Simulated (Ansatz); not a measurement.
# Gap against volume in glassy 70SiO2-12CaO-18Li2O (mol %) (95 atoms)

Density of this cell: 2.37 g/cm³. The cell holds 95 atoms: 23 Si, 4 Ca, 12 Li and 56 O. Its edges and angles: a = 10.884 Å, b = 10.712 Å, c = 10.753 Å, α = 90.2°, β = 91.1°, γ = 89.8°. The starting structure: 95 atoms (23 Si, 4 Ca, 12 Li, 56 O) placed at random at 2.37 g/cm³, melted at 4000 K for 10 ps at fixed volume with the Morse and Coulomb pair potential with partial charges (Pedone, Malavasi, Menziani, Cormack and Segre, J. Phys. Chem. B 110, 11780 (2006)). Quenched from 4000 K to 300 K at 50 K/ps and fixed volume, held 10 ps at zero pressure, then minimised at fixed cell.

Calculated with Ansatz 0.2.0: Kohn-Sham DFT, revPBE, PAW (set soft_2), plane waves; cutoff 420 eV, Γ point, fixed occupations. The relaxed cell was scaled evenly and the atoms were relaxed at each volume. The gap is that between the highest filled and the lowest empty Kohn-Sham level on the run's k-points.

```
volume (Å³/atom)  gap (eV)
          11.876               4.771
          12.403               4.642
          12.799               4.532
          13.195               4.429
          13.591                   ?
          13.987               4.194
```

**Question.** Fit a straight line in ln V to the rows given and interpolate to the withheld row.

Worked fit:

A volume deformation potential makes the spacing linear in u = ln(V/V0), with V0 = 13.195 Å³ the relaxed volume; v is the spacing.

```
u = ln(V/V0)  v (eV)
   -0.105360  4.7706
  -0.0618762  4.6416
  -0.0304586  4.5324
           0   4.429
   0.0582681  4.1945
```

With n = 5: mean u = -0.0278854, mean v = 4.51362, Σ(u − ū)² = 0.015364, Σ(u − ū)(v − v̄) = -0.054161. Slope b = -0.054161 / 0.015364 = -3.5251; intercept a = v̄ − b ū = 4.4153.

At the withheld volume u = 0.02956, and v = a + b u.

Prediction at 13.591: 4.311 eV. The run gave 4.326 eV, so the fit is low by 0.015 eV (0.34 % of the value).

The slope, -3.53 eV, says that the spacing narrows on expansion. Among the rows given, the largest miss of the fit is at 11.876, by 0.016 eV (2.8 % of the range of the table).

Limits: The table spans 16 % in volume, wide for a linear law. Semilocal functionals tend to put gaps under measured ones. Only the Γ point is sampled. Atoms move by up to 0.9 Å in these relaxations, so the structure changes along the series. Defect or tail levels can set the spacing of a disordered cell.

[Logs are printed without paths, hosts, clocks, repeated set-up lines and the standing remarks that a program may print on its own settings, such as how far it seeks lower states.]

[Hosts, paths, dates, database ids (printed as entryN), source tags and the programs' standing remarks are cut or masked in the printed files.]
